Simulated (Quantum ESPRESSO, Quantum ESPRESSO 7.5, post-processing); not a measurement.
## Fe(100), 5 layers: parallel layout and speed

Wanted: time, iterations and memory of Fe(100), 5 layers by layout of ranks, pools and threads.

Program: Quantum ESPRESSO 7.5. Level of theory: plane-wave DFT, PBE, SSSP efficiency pseudopotentials. Results are calculated unless marked as measured.

Most raw output is cut from this account.

## 1. Set-up

The cell holds 5 atoms: 5 Fe. Its edges and angles: a = 2.870 Å, b = 2.870 Å, c = 21.740 Å, α = 90.0°, β = 90.0°, γ = 90.0°. It derives from Fe. Vacuum lies along c.

## 2. Self-consistent run: 4 ranks, 4 pools, 1 thread a rank

The first run is the reference of the series.

Input file c0.in:

```
&control
  prefix = 'c0'
  outdir = './out'
  pseudo_dir = './pseudo'
  calculation = 'scf'
  tprnfor = .true.
/
&system
  ibrav = 0
  nat = 5
  ntyp = 1
  ecutwfc = 45
  ecutrho = 360
  occupations = 'smearing'
  smearing = 'mv'
  degauss = 0.02
  assume_isolated = 'esm'
  esm_bc = 'bc1'
  nspin = 2
  starting_magnetization(1) = 0.42
/
&electrons
  conv_thr = 1e-07
  mixing_beta = 0.4
  electron_maxstep = 120
  mixing_mode = 'local-TF'
/
ATOMIC_SPECIES
  Fe  55.8450  Fe.pbe-spn-kjpaw_psl.0.2.1.UPF
CELL_PARAMETERS angstrom
  2.87000000000000 0.00000000000000 0.00000000000000
  0.00000000000000 2.87000000000000 0.00000000000000
  0.00000000000000 0.00000000000000 21.74000000000000
ATOMIC_POSITIONS crystal
  Fe  0.000000000000 0.000000000000 -0.132014719411
  Fe  0.500000000000 0.500000000000 -0.066007359706
  Fe  0.000000000000 0.000000000000 0.000000000000
  Fe  0.500000000000 0.500000000000 0.066007359706
  Fe  0.000000000000 0.000000000000 0.132014719411
K_POINTS automatic
  8 8 1 0 0 0
```

Launch:

```sh
> OMP_NUM_THREADS=1 mpirun -n 4 pw.x -nk 4 -in c0.in > c0.out
```

The job ended after 2.7 min (4 MPI ranks of Arm Neoverse V2, shared host; peak memory 1.1 GiB; 11 min of CPU time).

This step gave:

| Property | Result |
| --- | --- |
| free energy | -22395.4867 eV |
| Fermi energy | -3.943 eV |
| magnetization | 13.44 μB |
| absolute magnetization | 14.04 μB |
| site moments | 2.968, 2.436, 2.543, 2.436, 2.968 μB |
| vacuum line at the lower end of the cell, over the Fermi level | 3.943 eV |
| vacuum line at the upper end of the cell, over the Fermi level | 3.943 eV |

Electrostatic potential energy of an electron; zero at the Fermi level. Table of potential energy, planar mean by z:

```
z (Å)  potential energy, planar mean (eV)
  -10                                3.94
   -9                                3.94
   -8                                3.94
   -7                                3.94
   -6                                3.92
   -5                                3.70
   -4                                1.72
   -3                               -4.88
   -2                               -5.12
   -1                               -5.15
    0                               -4.81
    1                               -5.15
    2                               -5.12
    3                               -4.88
    4                                1.72
    5                                3.70
    6                                3.92
    7                                3.94
    8                                3.94
    9                                3.94
   10                                3.94
```

The program's own clock; routines nest. Time by routine:

```
     routine  wall time (s)  calls
       PWSCF          160.5      1
   electrons          156.7      1
     c_bands          109.3     27
     cegterg          101.1    216
       h_psi          60.83   1791
        fftw          49.05  75096
    vloc_psi          46.98   1791
    sum_band          15.67     27
     PAW_pot          14.82     28
      calbec           9.11   2039
     mix_rho           7.26     27
h_psi:calbec           6.82   1791
  add_vuspsi            6.8   1791
       s_psi           6.75   1791
```

The vacuum levels are read from the outermost 0.7 Å of the cell on either side.

The run needed 27 iterations to bring the estimated error under 1e-07 Ry; the largest force on any atom, held or free, is 0.46 eV/Å. The cell keeps a moment of 13.4 μB.

Inside the slab this potential holds the local part of the pseudopotentials, which can be repulsive at the nuclei; only its value in the vacuum has a meaning of its own.

## 3. Ground state: 4 ranks, 2 pools, 1 thread a rank

c1.in, as its differences from the input of step 2:

```diff
@@ -1,3 +1,3 @@
 &control
-  prefix = 'c0'
+  prefix = 'c1'
   outdir = './out'
```

Launch:

```sh
> OMP_NUM_THREADS=1 mpirun -n 4 pw.x -nk 2 -in c1.in > c1.out
```

Run time: 2.4 min. Hardware: 4 MPI ranks; peak memory 0.93 GiB.

This step gave:

* Fermi energy: -3.946 eV
* vacuum line at the lower end of the cell, over the Fermi level: 3.946 eV
* vacuum line at the upper end of the cell, over the Fermi level: 3.946 eV

The program's own clock; routines nest. Time by routine:

```
     routine  wall time (s)   calls
       PWSCF          142.6       1
   electrons          139.2       1
     c_bands          99.57      26
     cegterg          94.38     390
       h_psi           57.2    2890
        fftw          47.98  130388
    vloc_psi          45.16    2890
     PAW_pot          15.39      27
    sum_band          14.96      26
      calbec           8.11    3340
h_psi:calbec           5.98    2890
     cdiaghg           5.94    2875
  add_vuspsi           5.83    2890
       s_psi           5.78    2890
```

Counted from each run's own zero (the Fermi level), the vacuum level differs from the first run's by +2 meV.

## 4. Ground state: 4 ranks, 1 pool, 1 thread a rank

c2.in, as its differences from the input of step 3:

```diff
@@ -1,3 +1,3 @@
 &control
-  prefix = 'c1'
+  prefix = 'c2'
   outdir = './out'
```

Launch:

```sh
> OMP_NUM_THREADS=1 mpirun -n 4 pw.x -nk 1 -in c2.in > c2.out
```

It took 2.5 min on 4 MPI ranks; peak memory 0.81 GiB; 10 min of CPU time.

Numbers from this step:

| Item | Value |
| --- | --- |
| Fermi energy | -3.939 eV |
| vacuum line at the lower end of the cell, over the Fermi level | 3.939 eV |
| vacuum line at the upper end of the cell, over the Fermi level | 3.939 eV |

The program's own clock; routines nest. Time by routine:

```
     routine  wall time (s)   calls
       PWSCF          151.2       1
   electrons          147.9       1
     c_bands          110.5      26
     cegterg          108.5     780
       h_psi          62.25    5831
        fftw          52.31  268446
    vloc_psi          49.27    5831
     PAW_pot          16.15      27
    sum_band          15.23      26
     cdiaghg          11.98    5801
      calbec           8.77    6731
h_psi:calbec           6.55    5831
  add_vuspsi           6.18    5831
       s_psi           6.12    5831
```

Counted from each run's own zero (the Fermi level), the vacuum level differs from the first run's by -4 meV.

## 5. Ground state: 2 ranks, 2 pools, 2 threads a rank

c3.in, as its differences from the input of step 4:

```diff
@@ -1,3 +1,3 @@
 &control
-  prefix = 'c2'
+  prefix = 'c3'
   outdir = './out'
```

Launch:

```sh
> OMP_NUM_THREADS=2 mpirun -n 2 pw.x -nk 2 -in c3.in > c3.out
```

Run time: 8.9 min. Hardware: 2 MPI ranks; peak memory 0.84 GiB.

Numbers from this step:

```
Fermi energy                                                   : -3.941 eV
vacuum line at the lower end of the cell, over the Fermi level : 3.940 eV
vacuum line at the upper end of the cell, over the Fermi level : 3.940 eV
```

The program's own clock; routines nest. Time by routine:

```
     routine  wall time (s)   calls
       PWSCF          530.8       1
   electrons          521.3       1
     c_bands            397      28
        fftw          392.4  140002
     cegterg          379.2     420
       h_psi          342.6    2919
    vloc_psi          328.9    2919
    sum_band          91.38      28
     PAW_pot          17.65      29
      calbec            9.1    3399
    init_run           8.15       1
h_psi:calbec           6.78    2919
        newd           6.66      29
  add_vuspsi           6.64    2919
```

Counted from each run's own zero (the Fermi level), the vacuum level differs from the first run's by -3 meV.

## 6. Ground state: 2 ranks, 1 pool, 2 threads a rank

c4.in, as its differences from the input of step 5:

```diff
@@ -1,3 +1,3 @@
 &control
-  prefix = 'c3'
+  prefix = 'c4'
   outdir = './out'
```

Launch:

```sh
> OMP_NUM_THREADS=2 mpirun -n 2 pw.x -nk 1 -in c4.in > c4.out
```

Run time: 3.2 min. Hardware: 2 MPI ranks; peak memory 0.74 GiB.

Read from the output:

```
Fermi energy                                                   : -3.938 eV
vacuum line at the lower end of the cell, over the Fermi level : 3.938 eV
vacuum line at the upper end of the cell, over the Fermi level : 3.938 eV
```

The program's own clock; routines nest. Time by routine:

```
     routine  wall time (s)   calls
       PWSCF          192.3       1
   electrons          187.9       1
     c_bands          135.4      26
     cegterg          131.4     780
       h_psi          84.89    5529
    vloc_psi          70.48    5529
        fftw          69.64  257488
    sum_band          23.35      26
     PAW_pot          18.86      27
     cdiaghg          12.03    5499
      calbec           9.95    6429
h_psi:calbec           7.64    5529
  add_vuspsi           6.44    5529
       s_psi           6.29    5529
```

Counted from each run's own zero (the Fermi level), the vacuum level differs from the first run's by -6 meV.

## 7. Self-consistent run: 1 rank, 1 pool, 4 threads a rank

c5.in, as its differences from the input of step 6:

```diff
@@ -1,3 +1,3 @@
 &control
-  prefix = 'c4'
+  prefix = 'c5'
   outdir = './out'
```

Launch:

```sh
> OMP_NUM_THREADS=4 pw.x -nk 1 -in c5.in > c5.out
```

It took 25 min on 1 MPI rank; peak memory 0.71 GiB.

The program's own clock; routines nest. Time by routine:

```
  routine  wall time (s)   calls
    PWSCF           1497       1
electrons           1474       1
     fftw           1330  259392
  c_bands           1139      27
  cegterg           1131     810
    h_psi           1098    5591
 vloc_psi           1083    5591
 sum_band            294      27
  PAW_pot          23.94      28
 init_run          21.76       1
  wfcinit          19.71       1
  cdiaghg          12.32    5561
     newd          11.81      28
   calbec          10.09    6521
```

Counted from each run's own zero (the Fermi level), the vacuum level differs from the first run's by -5 meV.

## 8. SCF with pw.x: 2 ranks, 2 pools, 1 thread a rank

c6.in, as its differences from the input of step 7:

```diff
@@ -1,3 +1,3 @@
 &control
-  prefix = 'c5'
+  prefix = 'c6'
   outdir = './out'
```

Launch:

```sh
> OMP_NUM_THREADS=1 mpirun -n 2 pw.x -nk 2 -in c6.in > c6.out
```

Run time: 4.7 min. Hardware: 2 MPI ranks; peak memory 0.84 GiB; 9.4 min of CPU time.

Numbers from this step:

- Fermi energy: -3.939 eV
- vacuum line at the lower end of the cell, over the Fermi level: 3.939 eV
- vacuum line at the upper end of the cell, over the Fermi level: 3.939 eV

The program's own clock; routines nest. Time by routine:

```
     routine  wall time (s)   calls
       PWSCF          281.2       1
   electrons          275.1       1
     c_bands          198.4      28
     cegterg          187.2     420
       h_psi          114.1    3012
        fftw           92.5  138134
    vloc_psi           88.2    3012
    sum_band          31.65      28
     PAW_pot          23.38      29
      calbec          17.36    3492
h_psi:calbec          12.75    3012
  add_vuspsi          12.63    3012
       s_psi          12.58    3012
     mix_rho           8.18      28
```

Counted from each run's own zero (the Fermi level), the vacuum level differs from the first run's by -4 meV.

## 9. Self-consistent run: 1 rank, 1 pool, 1 thread a rank

c7.in, as its differences from the input of step 8:

```diff
@@ -1,3 +1,3 @@
 &control
-  prefix = 'c6'
+  prefix = 'c7'
   outdir = './out'
```

Launch:

```sh
> OMP_NUM_THREADS=1 pw.x -nk 1 -in c7.in > c7.out
```

Run time: 8 min. Hardware: 1 MPI rank; peak memory 0.71 GiB.

Read from the output:

```
Fermi energy                                                   : -3.942 eV
vacuum line at the lower end of the cell, over the Fermi level : 3.942 eV
vacuum line at the upper end of the cell, over the Fermi level : 3.942 eV
```

The program's own clock; routines nest. Time by routine:

```
     routine  wall time (s)   calls
       PWSCF            480       1
   electrons          469.2       1
     c_bands            346      27
     cegterg          337.8     810
       h_psi          208.2    5533
        fftw          169.7  253182
    vloc_psi          161.1    5533
    sum_band          59.94      27
     PAW_pot          37.19      28
      calbec          31.94    6463
h_psi:calbec          23.17    5533
  add_vuspsi          23.02    5533
       s_psi          22.86    5533
        newd          13.64      28
```

Counted from each run's own zero (the Fermi level), the vacuum level differs from the first run's by -1 meV.

## 10. The series side by side

All levels:

```
                             level  vacuum level over the Fermi level (eV)  its change from the first (meV)  energy from the first (meV an atom)  SCF iterations  wall time (s)  peak memory (GiB)  CPU time (s)
 4 ranks, 4 pools, 1 thread a rank                                   3.943                                0                                    0              27          161.4               1.13         643.8
 4 ranks, 2 pools, 1 thread a rank                                   3.946                              2.1                              1.09e-4              26          143.2               0.93         572.2
  4 ranks, 1 pool, 1 thread a rank                                   3.939                             -4.3                                    0              26          151.8               0.81         606.6
2 ranks, 2 pools, 2 threads a rank                                    3.94                               -3                              8.16e-5              28          531.3               0.84          1351
 2 ranks, 1 pool, 2 threads a rank                                   3.938                             -5.9                              8.16e-5              26          192.9               0.74           582
  1 rank, 1 pool, 4 threads a rank                                   3.938                             -5.4                              2.72e-5              27           1498               0.71          2506
 2 ranks, 2 pools, 1 thread a rank                                   3.939                             -4.2                              5.44e-5              28          281.8               0.84         563.3
   1 rank, 1 pool, 1 thread a rank                                   3.942                               -1                              8.16e-5              27          480.5               0.71         480.4
```

## 11. Worked from the printed numbers

Efficiency = (t₁ n₁)/(t₂ n₂) an iteration = (480.5/27 × 1) / (143.2/26 × 4) = 0.81.

## 12. What came out

```json
{
  "fastest": "4 ranks, 2 pools, 1 thread a rank: 2.4 min, 26 iterations",
  "slowest that converged": "1 rank, 1 pool, 4 threads a rank: 25 min, 27 iterations",
  "largest change of the vacuum level": "6 meV"
}
```

In words: The fastest choice is 4 ranks, 2 pools, 1 thread a rank: 2.4 min, 26 iterations. From 1 to 4 cores the time an iteration falls from 18 to 5.5 s, a parallel efficiency of 81 % by this measure and of 84 % in wall time; iterations differ in number and cost. On all 4 cores the layouts span 5.5 s (4 ranks, 2 pools, 1 thread a rank) to 55 s an iteration (1 rank, 1 pool, 4 threads a rank), and 0.71 to 1.1 GiB. Some layouts with several threads a rank ran hardly faster than one core, or slower; the cause (binding, or neighbours on the host) was not examined. The vacuum level differs by up to 8 meV between layouts, the slack that the SCF threshold leaves. Iteration counts run from 26 to 28 with the layout alone. The times come from a shared host and are rough. Peak memory is sampled during the run and can miss the peak. The geometry is as built, not relaxed.

[Logs are printed without paths, hosts, clocks, repeated set-up lines and the standing remarks that a program may print on its own settings, such as how far it seeks lower states.]

[Hosts, paths, dates, database ids (printed as entryN), source tags and the programs' standing remarks are cut or masked in the printed files.]

[Maps of the electrostatic potential energy from Ansatz leave out the sawtooth potential of an applied field or a dipole correction, so their vacuum need not be flat; planar profiles and work functions include it.]
